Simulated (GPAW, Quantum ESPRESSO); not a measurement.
The C K edge of atom 1 in C (Diamond, Fd-3m), with 4 C at 1.54 Å (tetrahedral, site symmetry -43m), was computed in 2 ways: full core hole (charged cell) and no core hole. Program and functional: Quantum ESPRESSO XSpectra, PBE, Lorentzian half width 0.3 eV up to 4 eV, rising linearly to 2.5 eV at 25 eV; cells of 2 and 16 atoms (the run without a hole in the smaller).

Each run is counted from its own lowest empty level or Fermi level and scaled to a mean of 1 over its first 20 eV. (XSpectra's own axis starts at xe0, in the gap; it has been shifted.)

```csv
E (eV),run 1,run 2
-2.0,0.03,0.07
-1.4,0.04,0.10
-0.8,0.05,0.16
-0.2,0.08,0.39
0.4,0.17,1.15
1.0,0.32,1.94
1.6,0.52,1.68
2.2,0.69,2.03
2.8,0.91,2.32
3.4,1.03,2.21
4.0,1.36,1.80
4.6,1.39,1.64
5.2,1.39,1.31
5.8,1.18,1.11
6.4,1.20,1.11
7.0,1.27,1.00
7.6,1.25,0.92
8.2,1.27,0.93
8.8,1.39,0.94
9.4,1.46,0.94
10.0,1.43,0.88
10.6,1.36,0.76
11.2,1.21,0.60
11.8,1.00,0.48
12.4,0.82,0.43
13.0,0.71,0.42
13.6,0.68,0.46
14.2,0.70,0.51
14.8,0.76,0.57
15.4,0.83,0.63
16.0,0.91,0.68
16.6,0.98,0.70
17.2,1.02,0.69
17.8,1.03,0.65
18.4,1.02,0.60
19.0,0.98,0.54
19.6,0.92,0.48
20.2,0.84,0.43
20.8,0.76,0.39
21.4,0.69,0.35
22.0,0.62,0.32
22.6,0.56,0.30
23.2,0.51,0.28
23.8,0.47,0.26
24.4,0.43,0.25
25.0,0.40,0.23
25.6,0.37,0.23
26.2,0.35,0.22
26.8,0.34,0.21
27.4,0.33,0.21
28.0,0.32,0.21
28.6,0.31,0.21
29.2,0.30,0.21
29.8,0.28,0.20
30.4,0.28,0.20
31.0,0.27,0.20
31.6,0.27,0.20
```

Which run is which?

Run 1: no core hole (area from −2 to 6 eV 5.4, main maxima 5.0 eV (1.43), 7.1 eV (1.28), 9.5 eV (1.46) and 17.8 eV (1.03)). Run 2: full core hole (charged cell) (area from −2 to 6 eV 10.6, main maxima 1.0 eV (1.94), 3.0 eV (2.44) and 16.7 eV (0.71)). With each curve scaled to its own mean, the area from −2 to 6 eV with the hole is 10.6 against 5.4, and the centre of weight from −1 to 20 eV moves by -2.8 eV: the hole pulls the absorber's empty states down.

[Banner, clock and machine lines of the logs are left out without a mark of their own.]

[Logs are printed without paths, hosts, clocks, repeated set-up lines and the standing remarks that a program may print on its own settings, such as how far it seeks lower states.]

[Hosts, paths, dates, database ids (printed as entryN), source tags and the programs' standing remarks are cut or masked in the printed files.]

[Lists of maxima count a maximum above −3 eV only where it reaches 4 % of the highest in the window and stands out from its surroundings by 2 % of it (1.5 % where it reaches 55 %); shoulders and weaker maxima are passed over, and of the rest the first, up to two pre-edge ones and the few strongest are named.]
